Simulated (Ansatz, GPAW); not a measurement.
**Screening of a field by a 4-layer slab of Cr(110)**

How does a 4-layer slab of Cr(110) screen a perpendicular field?

Main program and level: GPAW 26.7.0 and Ansatz 0.2.0; Ansatz plane waves; slab in vacuum with a dipole correction, relaxation, in the first sound run; inputs show where later runs differ.

### Step 1. Set-up

The cell holds 4 atoms: 4 Cr. Its edges and angles: a = 2.494 Å, b = 2.494 Å, c = 20.109 Å, α = 90.0°, β = 90.0°, γ = 70.5°. Vacuum lies along c.

### Step 2. Relaxation

Forces are removed first; all later runs use this geometry. The lowest 2 atoms are held at bulk positions and keep their forces.

input.yaml

```yaml
crystal:
  lattice:
    - [2.0364675298, -1.44, 0.0]
    - [2.0364675298, 1.44, 0.0]
    - [0.0, 0.0, 20.1094025895]
  atoms:
    - { symbol: Cr, position: [0.0, 0.0, 0.3480958705] }
    - { symbol: Cr, position: [0.5, 0.5, 0.4493652902] }
    - { symbol: Cr, position: [0.0, 0.0, 0.5506347098] }
    - { symbol: Cr, position: [0.5, 0.5, 0.6519041295] }
kpoints:
  mp_grid: { grid: [13, 13, 1] }
hamiltonian:
  xc: pbe
scf:
  occupations: { method: fermi_dirac, width: 0.1 }
efield:
  axis: 3
  dipole_correction: true
  ramp_width: 0.05
relax:
  f_tol: 0.02
  max_steps: 60
  constraints: [{ sites: [0, 1] }]
output:
  write_potential: true
  write_density: true
  volumetric_format: npy
```

Launch:

```sh
> ansatz run input.yaml --threads 4 --pin off --max-ram 8192MiB --backend cpu --events-out ev --progress --plain --runs-dir out
```

Numbers of over 12 decimals in the logs are rounded to 6 here.

Output:

```text
Engine: ansatz 0.2.0, aarch64-unknown-linux-gnu
Pseudopotentials: kind: paw
Pseudopotential: Cr, paw, valence charge 14, recommended cutoff 420 eV (normal), Cr.paw.azcp
Functional definition: PBE
  parameter kappa = 0.804
  parameter beta = 0.066725
  exchange = pbe_x(kappa = kappa, mu = beta*pi^2/3)
  correlation = pbe_c(beta = beta)
Crystal: 4 atoms, lattice volume = 117.942 Å³
Basis set: ecut = 420 eV, 2277 PW (Γ), exchange–correlation on 36×36×270 points (8 copies of the dense FFT grid, shifted against one another)
Bands: 34, of which v1, the nominal top of the filled ones, is band 28 counted from 1 (27 counted from 0)
Symmetry: 4 space group operations
k-points: 49 of 169
Non-local potential: Cr, projectors of the file, l = 0: 3, l = 1: 2, l = 2: 3, l = 3: 1
PAW form: soft (Blöchl's): semilocal exchange-correlation on the pseudo side does not see the compensation charge
PAW one-centre angular grid: Cr, 590 points (default); XC on 64 Gauss nodes
Initial density: superposition of atomic densities (neutral atoms: chi_scale 0, normalization atom), corrected by the library's trained network
Initial wavefunctions: pseudopotential atomic-orbital guess
Functional: x = pbe(κ = 0.804, μ = 0.219515), c = pbe(β = 0.066725)
SCF iter   1: F=—  HF=-13508.517556 eV  |F-HF|=—  |Δ(HF+E_count)|=         —  Δρ=2.99e-3  dr2=6.29e-2  ethr=1.77e-3  p=0.000 e·Å  D=2.92e-13 V/Å  ΔV_dip=-0.00 eV  dr2_dipole=1.21e-6  V_vac-E_F(+/−)=4.46/4.46 eV  ⟨swp⟩=7.8  Hψ=15810  notcnv=0
efield: sawtooth ramp at fractional position 0.9750 (placed from the atoms, in the widest stretch of the axis that holds none; the zero of the levels goes with the place), width 0.0500; the density the first Hamiltonian is built on has a dipole p = 0.000 e·Å; the dipole correction subtracts the counter field D = 2.92e-13 V/Å, which shifts the + side's vacuum level by -0.00 eV against the − side's; the planar-averaged density in the ramp window peaks in size at 1.1e-4 e/Å³
automatic band count: the SCF goes on with 40 bands, as 34 were too few: the levels above may hold too much charge
preconditioner: auto → LDOS  [metal: Δε(μ)=0.010 eV  Ē_g=4.004 eV  σ=0.100 eV  W_gap=0.03  n_scr=14 (ndim 8)  ℏωp=16.8 eV  f_vac=0.520  D(μ)=4.70/eV (n_scr^D=20)  β→1.0]
SCF iter   2: F=—  HF=-13508.521074 eV  |F-HF|=—  |Δ(HF+E_count)|=   3.52e-3  Δρ=4.19e-3  dr2=1.83e-2  ethr=1.12e-4  p=-0.000 e·Å  D=-1.28e-5 V/Å  ΔV_dip=0.00 eV  dr2_dipole=1.02e-6  V_vac-E_F(+/−)=4.83/4.83 eV  ⟨swp⟩=2.4  Hψ=4099  notcnv=0
SCF iter   3: F=—  HF=-13508.517136 eV  |F-HF|=—  |Δ(HF+E_count)|=   3.94e-3  Δρ=1.75e-3  dr2=4.56e-3  ethr=3.27e-5  p=0.000 e·Å  D=5.39e-6 V/Å  ΔV_dip=-0.00 eV  dr2_dipole=4.37e-7  V_vac-E_F(+/−)=4.81/4.81 eV  ⟨swp⟩=3.0  Hψ=4097  notcnv=0
SCF iter   4: F=—  HF=-13508.516783 eV  |F-HF|=—  |Δ(HF+E_count)|=   3.54e-4  Δρ=4.13e-4  dr2=4.68e-4  ethr=8.15e-6  p=0.000 e·Å  D=3.86e-6 V/Å  ΔV_dip=-0.00 eV  dr2_dipole=1.02e-7  V_vac-E_F(+/−)=4.84/4.84 eV  ⟨swp⟩=1.7  Hψ=2135  notcnv=0
SCF iter   5: F=—  HF=-13508.516772 eV  |F-HF|=—  |Δ(HF+E_count)|=   1.05e-5  Δρ=8.96e-5  dr2=2.93e-5  ethr=8.36e-7  p=0.000 e·Å  D=7.61e-7 V/Å  ΔV_dip=-0.00 eV  dr2_dipole=4.66e-8  V_vac-E_F(+/−)=4.89/4.89 eV  ⟨swp⟩=2.1  Hψ=2720  notcnv=0
SCF iter   6: F=—  HF=-13508.516775 eV  |F-HF|=—  |Δ(HF+E_count)|=   2.69e-6  Δρ=8.88e-5  dr2=1.72e-5  ethr=1.79e-8  p=0.000 e·Å  D=2.74e-6 V/Å  ΔV_dip=-0.00 eV  dr2_dipole=3.43e-8  V_vac-E_F(+/−)=4.90/4.90 eV  ⟨swp⟩=12.9  Hψ=17763  notcnv=0
SCF iter   7: F=-13508.516773 eV  HF=-13508.516773 eV  |F-HF|=3.80e-7  |Δ(HF+E_count)|=   1.94e-6  Δρ=2.05e-5  dr2=6.97e-7  ethr=1.79e-8  p=-0.000 e·Å  D=-1.96e-7 V/Å  ΔV_dip=0.00 eV  dr2_dipole=1.32e-9  V_vac-E_F(+/−)=4.90/4.90 eV  ⟨swp⟩=9.8  Hψ=14984  notcnv=0
SCF 1 converged in 7 iterations: F = -13508.516773 eV  dr2 = 6.97e-7
  greatest PAW one-centre occupation: 1.000 electrons in one spin orbital (limit 2), on the Cr atom at site 2 (counted from 0), in its partial waves of l = 0
relax step   1: F+E_penalty+E_count = -13508.51677334 eV  Δ(F+E_penalty+E_count) = +0.000e0 eV  max|allowed force component| = 7.149e-1 eV/Å  Δτ_max = 0.0000 Å  (7 SCF iters, dr2 threshold 1.00e-5 eV, accepted)
Bands: 40, of which v1, the nominal top of the filled ones, is band 28 counted from 1 (27 counted from 0)
Initial density: handed on by an earlier stage of this run
Initial wavefunctions: those handed on with the density
iter 1 solved again at ethr=1.73e-3 eV; its pass at ethr=3.10e-3 eV (dr2=9.71e-1 eV) is discarded
SCF iter   1: F=—  HF=-13508.594145 eV  |F-HF|=—  |Δ(HF+E_count)|=         —  Δρ=1.60e-2  dr2=9.14e-1  ethr=1.73e-3  p=-0.000 e·Å  D=-2.83e-7 V/Å  ΔV_dip=0.00 eV  dr2_dipole=1.03e-1  V_vac-E_F(+/−)=4.91/4.91 eV  ⟨swp⟩=1.0  Hψ=7280  notcnv=0
efield: sawtooth ramp at fractional position 0.9750 (handed on by an earlier solve), width 0.0500; the density the first Hamiltonian is built on has a dipole p = -0.000 e·Å; the dipole correction subtracts the counter field D = -2.83e-7 V/Å, which shifts the + side's vacuum level by +0.00 eV against the − side's; the planar-averaged density in the ramp window peaks in size at 8.4e-6 e/Å³
preconditioner: auto → LDOS  [metal: Δε(μ)=0.030 eV  Ē_g=4.082 eV  σ=0.100 eV  W_gap=0.07  n_scr=14 (ndim 8)  ℏωp=16.8 eV  f_vac=0.522  D(μ)=4.94/eV (n_scr^D=36)  β→1.0]
SCF iter   2: F=—  HF=-13508.575592 eV  |F-HF|=—  |Δ(HF+E_count)|=   1.86e-2  Δρ=9.49e-3  dr2=1.35e-1  ethr=1.63e-3  p=0.001 e·Å  D=1.49e-3 V/Å  ΔV_dip=-0.03 eV  dr2_dipole=1.57e-3  V_vac-E_F(+/−)=4.90/4.93 eV  ⟨swp⟩=2.0  Hψ=2409  notcnv=0
SCF iter   3: F=—  HF=-13508.565554 eV  |F-HF|=—  |Δ(HF+E_count)|=   1.00e-2  Δρ=6.29e-3  dr2=4.82e-2  ethr=2.40e-4  p=0.004 e·Å  D=5.55e-3 V/Å  ΔV_dip=-0.11 eV  dr2_dipole=1.26e-3  V_vac-E_F(+/−)=4.80/4.91 eV  ⟨swp⟩=2.2  Hψ=3331  notcnv=0
SCF iter   4: F=—  HF=-13508.560747 eV  |F-HF|=—  |Δ(HF+E_count)|=   4.81e-3  Δρ=7.25e-4  dr2=1.67e-3  ethr=8.62e-5  p=0.003 e·Å  D=4.18e-3 V/Å  ΔV_dip=-0.08 eV  dr2_dipole=3.57e-4  V_vac-E_F(+/−)=4.83/4.92 eV  ⟨swp⟩=2.1  Hψ=2982  notcnv=0
SCF iter   5: F=—  HF=-13508.560506 eV  |F-HF|=—  |Δ(HF+E_count)|=   2.41e-4  Δρ=1.77e-4  dr2=2.75e-4  ethr=2.97e-6  p=0.003 e·Å  D=4.01e-3 V/Å  ΔV_dip=-0.08 eV  dr2_dipole=1.02e-4  V_vac-E_F(+/−)=4.84/4.92 eV  ⟨swp⟩=2.0  Hψ=2607  notcnv=0
SCF iter   6: F=—  HF=-13508.560528 eV  |F-HF|=—  |Δ(HF+E_count)|=   2.19e-5  Δρ=2.98e-4  dr2=1.51e-4  ethr=4.91e-7  p=0.003 e·Å  D=3.99e-3 V/Å  ΔV_dip=-0.08 eV  dr2_dipole=2.12e-5  V_vac-E_F(+/−)=4.84/4.92 eV  ⟨swp⟩=2.0  Hψ=2732  notcnv=0
[...]
iter 1 solved again at ethr=3.71e-4 eV; its pass at ethr=3.10e-3 eV (dr2=2.08e-1 eV) is discarded
SCF iter   1: F=—  HF=-13508.579512 eV  |F-HF|=—  |Δ(HF+E_count)|=         —  Δρ=8.41e-3  dr2=2.04e-1  ethr=3.71e-4  p=0.003 e·Å  D=4.04e-3 V/Å  ΔV_dip=-0.08 eV  dr2_dipole=2.37e-3  V_vac-E_F(+/−)=4.84/4.92 eV  ⟨swp⟩=1.2  Hψ=6527  notcnv=0
efield: sawtooth ramp at fractional position 0.9750 (handed on by an earlier solve), width 0.0500; the density the first Hamiltonian is built on has a dipole p = 0.003 e·Å; the dipole correction subtracts the counter field D = 4.04e-3 V/Å, which shifts the + side's vacuum level by -0.08 eV against the − side's; the planar-averaged density in the ramp window peaks in size at 1.4e-5 e/Å³
preconditioner: auto → LDOS  [metal: Δε(μ)=0.035 eV  Ē_g=4.117 eV  σ=0.100 eV  W_gap=0.09  n_scr=14 (ndim 8)  ℏωp=16.8 eV  f_vac=0.525  D(μ)=4.76/eV (n_scr^D=28)  β→1.0]
SCF iter   2: F=—  HF=-13508.574052 eV  |F-HF|=—  |Δ(HF+E_count)|=   5.46e-3  Δρ=5.49e-3  dr2=5.39e-2  ethr=3.64e-4  p=0.004 e·Å  D=5.96e-3 V/Å  ΔV_dip=-0.12 eV  dr2_dipole=5.77e-4  V_vac-E_F(+/−)=4.80/4.92 eV  ⟨swp⟩=2.0  Hψ=2469  notcnv=0
SCF iter   3: F=—  HF=-13508.570776 eV  |F-HF|=—  |Δ(HF+E_count)|=   3.28e-3  Δρ=2.63e-3  dr2=8.43e-3  ethr=9.63e-5  p=0.005 e·Å  D=7.27e-3 V/Å  ΔV_dip=-0.15 eV  dr2_dipole=6.67e-5  V_vac-E_F(+/−)=4.78/4.92 eV  ⟨swp⟩=2.0  Hψ=2992  notcnv=0
SCF iter   4: F=—  HF=-13508.569943 eV  |F-HF|=—  |Δ(HF+E_count)|=   8.33e-4  Δρ=4.89e-4  dr2=5.17e-4  ethr=1.51e-5  p=0.004 e·Å  D=6.78e-3 V/Å  ΔV_dip=-0.14 eV  dr2_dipole=5.83e-5  V_vac-E_F(+/−)=4.78/4.92 eV  ⟨swp⟩=2.1  Hψ=2603  notcnv=0
SCF iter   5: F=—  HF=-13508.569920 eV  |F-HF|=—  |Δ(HF+E_count)|=   2.35e-5  Δρ=1.61e-4  dr2=9.43e-5  ethr=9.23e-7  p=0.004 e·Å  D=6.88e-3 V/Å  ΔV_dip=-0.14 eV  dr2_dipole=2.08e-5  V_vac-E_F(+/−)=4.78/4.92 eV  ⟨swp⟩=2.7  Hψ=2785  notcnv=0
SCF iter   6: F=—  HF=-13508.569929 eV  |F-HF|=—  |Δ(HF+E_count)|=   9.19e-6  Δρ=1.77e-4  dr2=4.14e-5  ethr=1.68e-7  p=0.005 e·Å  D=7.01e-3 V/Å  ΔV_dip=-0.14 eV  dr2_dipole=1.76e-6  V_vac-E_F(+/−)=4.78/4.92 eV  ⟨swp⟩=2.1  Hψ=2691  notcnv=0
SCF iter   7: F=-13508.569919 eV  HF=-13508.569925 eV  |F-HF|=5.95e-6  |Δ(HF+E_count)|=   3.70e-6  Δρ=6.37e-5  dr2=6.19e-6  ethr=1.19e-8  p=0.005 e·Å  D=7.06e-3 V/Å  ΔV_dip=-0.14 eV  dr2_dipole=2.78e-7  V_vac-E_F(+/−)=4.78/4.92 eV  ⟨swp⟩=11.4  Hψ=16570  notcnv=0
SCF 3 converged in 7 iterations: F = -13508.569919 eV  dr2 = 6.19e-6
relax step   3: F+E_penalty+E_count = -13508.56991911 eV  Δ(F+E_penalty+E_count) = -9.401e-3 eV  max|allowed force component| = 9.624e-3 eV/Å  Δτ_max = 0.0585 Å  (7 SCF iters, dr2 threshold 6.64e-6 eV, accepted)
iter 1 solved again at ethr=1.10e-8 eV; its pass at ethr=3.10e-3 eV (dr2=6.18e-6 eV) is discarded
SCF iter   1: F=—  HF=-13508.569915 eV  |F-HF|=—  |Δ(HF+E_count)|=         —  Δρ=6.36e-5  dr2=6.18e-6  ethr=1.10e-8  p=0.005 e·Å  D=7.06e-3 V/Å  ΔV_dip=-0.14 eV  dr2_dipole=2.77e-7  V_vac-E_F(+/−)=4.78/4.92 eV  ⟨swp⟩=1.5  Hψ=5140  notcnv=0
efield: sawtooth ramp at fractional position 0.9750 (handed on by an earlier solve), width 0.0500; the density the first Hamiltonian is built on has a dipole p = 0.005 e·Å; the dipole correction subtracts the counter field D = 7.06e-3 V/Å, which shifts the + side's vacuum level by -0.14 eV against the − side's; the planar-averaged density in the ramp window peaks in size at 1.4e-5 e/Å³
preconditioner: auto → LDOS  [metal: Δε(μ)=0.043 eV  Ē_g=4.114 eV  σ=0.100 eV  W_gap=0.11  n_scr=14 (ndim 8)  ℏωp=16.8 eV  f_vac=0.526  D(μ)=4.66/eV (n_scr^D=20)  β→1.0]
SCF iter   2: F=—  HF=-13508.569927 eV  |F-HF|=—  |Δ(HF+E_count)|=   1.21e-5  Δρ=1.47e-4  dr2=3.00e-5  ethr=1.10e-8  p=0.005 e·Å  D=7.15e-3 V/Å  ΔV_dip=-0.14 eV  dr2_dipole=1.53e-6  V_vac-E_F(+/−)=4.78/4.92 eV  ⟨swp⟩=2.0  Hψ=3429  notcnv=0
SCF iter   3: F=—  HF=-13508.569925 eV  |F-HF|=—  |Δ(HF+E_count)|=   2.72e-6  Δρ=1.07e-5  dr2=3.58e-7  ethr=1.10e-8  p=0.005 e·Å  D=7.12e-3 V/Å  ΔV_dip=-0.14 eV  dr2_dipole=1.10e-7  V_vac-E_F(+/−)=4.78/4.92 eV  ⟨swp⟩=2.4  Hψ=3302  notcnv=0
SCF iter   4: F=-13508.569925 eV  HF=-13508.569925 eV  |F-HF|=6.62e-8  |Δ(HF+E_count)|=   2.18e-9  Δρ=6.73e-6  dr2=6.97e-8  ethr=1.79e-10  p=0.005 e·Å  D=7.13e-3 V/Å  ΔV_dip=-0.14 eV  dr2_dipole=1.33e-9  V_vac-E_F(+/−)=4.78/4.92 eV  ⟨swp⟩=10.7  Hψ=12749  notcnv=0
SCF 4 converged in 4 iterations: F = -13508.569925 eV  dr2 = 6.97e-8
relax step   4: F+E_penalty+E_count = -13508.56992462 eV  Δ(F+E_penalty+E_count) = -5.503e-6 eV  max|allowed force component| = 9.026e-3 eV/Å  Δτ_max = 0.0000 Å  (4 SCF iters, accepted)
NSCF: frozen V_eff on 49 k-points
the band table was solved once a step of the walk had ended and its energy, with any forces and stress, was formed, with the checks that follow a solve (9476 applications of the Hamiltonian). They found nothing against the state; the energy, forces and stress were not computed again (output.eigenvalues in the input reference)
WARN: The output density's exchange-correlation potential varies sharply where the density is thin. Do not read a vacuum level from v_tot or v_xc, or from such a field of the output density. On a cell that repeats whose density bears no net charge and no dipole along the vacuum's axis use v_es (v_loc + v_h of the components); under efield.dipole_correction with no amplitude use v_es + v_field, which holds any externa [...]
SCF converged after 4 iterations
Free energy (F): -13508.569925 eV
Harris-Foulkes:  -13508.569925 eV  (|F-HF|=6.62e-8)
Internal energy: -13508.414491 eV  (E = F + TS)
E sigma→0 (E₀):  -13508.492208 eV
Entropy (-TS):   -0.155434 eV (-38.858 meV/atom)
Fermi energy:    4.833673 eV
Dipole field:    D = 0.007191 V/Å  (p = 0.004687 e·Å, saw-weighted, corrected)
Work function:   Φ+ = 4.7761 eV   Φ− = 4.9207 eV
Levels:          The Fermi level and band energies are counted from a zero that moves with the ramp; work functions are not
--- Per-component energies (eV) ---
  E_band       = -1387.847470
  E_kinetic    = 1368.869853
  E_local      = -65732.447598  (includes V_loc(G=0)·N_el)
  E_nonlocal   = 316.435827
  E_hartree    = 32164.381295
  E_xc         = -556.815266
  E_vxc        = -710.092260  (∫ρ·V_xc dr)
  E_paw        = -4780.618011  (= ΣΔE_a)
  E_vpaw       = -959.367629  (= ΣTr[D̂ρ^β])
  E_aug_tail   = 0.001481  (compensation charges beyond the density's cutoff)
  E_efield     = 0.000017  (sawtooth field / dipole correction)
  E_vefield    = 0.018833  (∫n·V_field dr)
  E_ewald      = 23711.777912
  E_smearing   = -0.155434  (= −TS)
  E_closure    = -0.000000  (closes the sum)
  Σ components = -13508.569925   (vs F -13508.569925, Δ=0.00e0)
--- Forces (eV/Å), atoms counted from 1 ---
  atom   1  Cr     0.00000000     0.00000000     0.65874412
  atom   2  Cr     0.00000000     0.00000000    -0.66644475
  atom   3  Cr     0.00000000     0.00000000    -0.00135000
  atom   4  Cr     0.00000000     0.00000000     0.00902561
  max |Σ_I F_I| component: 2.50e-5 eV/Å
--- Band table (eV; the first three rows and the last of 49) ---
  k-point 0: bands = [... 24 lower, 3.8554, 3.9275, 4.0020, 4.0739, 4.7416, 5.0813, 5.6424, 5.6597, ... 8 higher]
  k-point 1: bands = [... 24 lower, 3.7160, 3.8959, 4.0648, 4.2655, 4.5340, 5.1239, 5.3034, 5.5854, ... 8 higher]
  k-point 2: bands = [... 24 lower, 3.6203, 3.7533, 4.0260, 4.3149, 4.5722, 4.7098, 5.4903, 5.5367, ... 8 higher]
  k-point 48: bands = [... 24 lower, 3.6955, 5.0182, 5.1720, 5.6640, 5.7604, 5.9001, 6.3374, 6.7626, ... 8 higher]
--- Relaxed structure (4 steps of the walk, 4 accepted, 0 SCFs on fresh bases) ---
  F+E_penalty+E_count = -13508.56992462 eV   max|allowed force component| = 9.026e-3 eV/Å
  atoms:
    - { symbol: Cr, position: [0.0, 0.0, 0.348096] }
    - { symbol: Cr, position: [0.5, 0.5, 0.4493652902] }
    - { symbol: Cr, position: [0.0, 0.0, 0.549308] }
    - { symbol: Cr, position: [0.5, 0.5, 0.643945] }
```

Run time: 28 s. Hardware: 4 threads of Arm Neoverse V1, shared host; peak memory 0.51 GiB.

This run has no spin polarisation, although Cr can carry a moment.

Step by step:

```csv
step,energy less that of the first step (eV),largest force component (eV/Å)
1,0.0000,0.7149
2,-0.0437,0.3259
3,-0.0531,0.0096
4,-0.0532,0.0090
```

The run keeps the 4 symmetry operations that it works with, so distortions that break them were not tested.

The atoms that moved most (Å):

```csv
atom,dx,dy,dz,length
Cr4,0.000,0.000,-0.160,0.160
Cr3,0.000,0.000,-0.027,0.027
```

Final coordinates:

```xyz
4
Lattice="2.0365 -1.4400 0.0000 2.0365 1.4400 0.0000 0.0000 0.0000 20.1094" Properties=species:S:1:pos:R:3
Cr    0.0000    0.0000    7.0000
Cr    2.0365    0.0000    9.0365
Cr    0.0000    0.0000   11.0463
Cr    2.0365    0.0000   12.9493
```

This step gave:

```
free energy             : -13508.5699 eV
smearing term TS        : 0.1554 eV
symmetry operations     : 4
upper work function     : 4.776 eV
lower work function     : 4.921 eV
dipole along the normal : 0.004687 e·Å
dipole field            : 0.007191 V/Å
vacuum level above      : 9.610 eV
vacuum level below      : 9.754 eV
```

Electrostatic potential energy of an electron (with the applied field's), less the Fermi level, planar mean against z:

```csv
z (Å),"electrostatic potential energy of an electron (with the applied field's), less the Fermi level, planar mean (eV)"
0.0,4.85
0.5,4.92
1.0,4.92
1.5,4.92
2.0,4.92
2.5,4.92
3.0,4.92
3.5,4.91
4.0,4.88
4.5,4.78
5.0,4.44
5.5,3.38
6.0,-0.0515
6.5,-10.6
7.0,-16.2
7.5,-10.5
8.0,-2.15
8.5,-9.93
9.0,-16.4
9.5,-11.6
10.0,-2.57
10.5,-9.79
11.0,-16.5
11.5,-11.9
12.0,-3.79
12.5,-11.8
13.0,-16.1
13.5,-9.42
14.0,0.532
14.5,3.42
15.0,4.36
15.5,4.65
16.0,4.74
16.5,4.77
17.0,4.77
17.5,4.78
18.0,4.78
18.5,4.78
19.0,4.78
19.5,4.78
```

Table of valence density, planar mean by z:

z (Å), valence density, planar mean (e/Å³) and a bar:
```
      3.0       0.00 
      3.5       0.00 
      4.0       0.00 
      4.5       0.00 
      5.0       0.01 
      5.5       0.04 #
      6.0       0.14 ##
      6.5       0.90 ##########
      7.0       2.62 ##############################
      7.5       0.94 ###########
      8.0       0.33 ####
      8.5       0.81 #########
      9.0       2.53 #############################
      9.5       1.06 ############
     10.0       0.33 ####
     10.5       0.81 #########
     11.0       2.55 #############################
     11.5       1.11 #############
     12.0       0.39 ####
     12.5       1.12 #############
     13.0       2.54 #############################
     13.5       0.74 ########
     14.0       0.12 #
     14.5       0.04 
     15.0       0.01 
     15.5       0.00 
     16.0       0.00 
     16.5       0.00 
     17.0       0.00
```

The relaxation lowered the energy of the cell by 0.0532 eV.

[end of part 1 of 2]

[Logs are printed without paths, hosts, clocks, repeated set-up lines and the standing remarks that a program may print on its own settings, such as how far it seeks lower states.]

[Hosts, paths, dates, database ids (printed as entryN), source tags and the programs' standing remarks are cut or masked in the printed files.]
